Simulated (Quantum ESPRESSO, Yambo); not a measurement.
Four G0W0 runs on SiC (P6_3mc).

```
Si C
1.0
     3.07351    0.00000    0.00000
    -1.53676    2.66174    0.00000
     0.00000    0.00000    5.04525
Si C
2 2
Direct
  0.33333 0.66667 0.49960
  0.66667 0.33333 0.99960
  0.33333 0.66667 0.87540
  0.66667 0.33333 0.37540
```

The cell and positions are those that the Materials Project relaxed with its own functionals (PBE, PBE+U or r2SCAN), kept fixed.

Program: Yambo 5.3.0; PBE start, 3×3×4 mesh, Godby-Needs plasmon pole.

```csv
bands,screening cutoff (eV),gap on the mesh (eV)
131,210.9,2.948
495,210.9,3.062
131,353.7,2.957
```

Q: If the two steps added up, what gap would 495 bands at 353.7 eV give? Do they add up?

From the first row, the second adds +0.114 eV and the third +0.009 eV, so the sum predicts 2.948 +0.114 +0.009 = 3.071 eV. The run gave 3.094 eV, +0.023 eV from that. They don't add up: at the higher cutoff the same bands are worth +0.137 eV. High empty states act through short-wavelength screening, so a band sum at a low cutoff levels off early.

Limits: short of the basis limit; coarse k mesh.

[Long decimals in the printed logs are rounded to 6 places.]

[Logs are printed without paths, hosts, clocks, repeated set-up lines and the standing remarks that a program may print on its own settings, such as how far it seeks lower states.]

[Paths, hosts, dates, memory and timing lines, banners, echoed tables and standing remarks are left out of the program output; an Ansatz launch command may be rebuilt from the run's recorded settings. Measured values are a selection of at most five: reports struck by readers or far from the other reports are left out. None is set beside runs whose start may be inverted or whose files or cutoffs have a known fault.]

[Runs of the session that timed out or met a known fault of the program may be left out.]

[Hosts, paths, dates, database ids (printed as entryN), source tags and the programs' standing remarks are cut or masked in the printed files.]
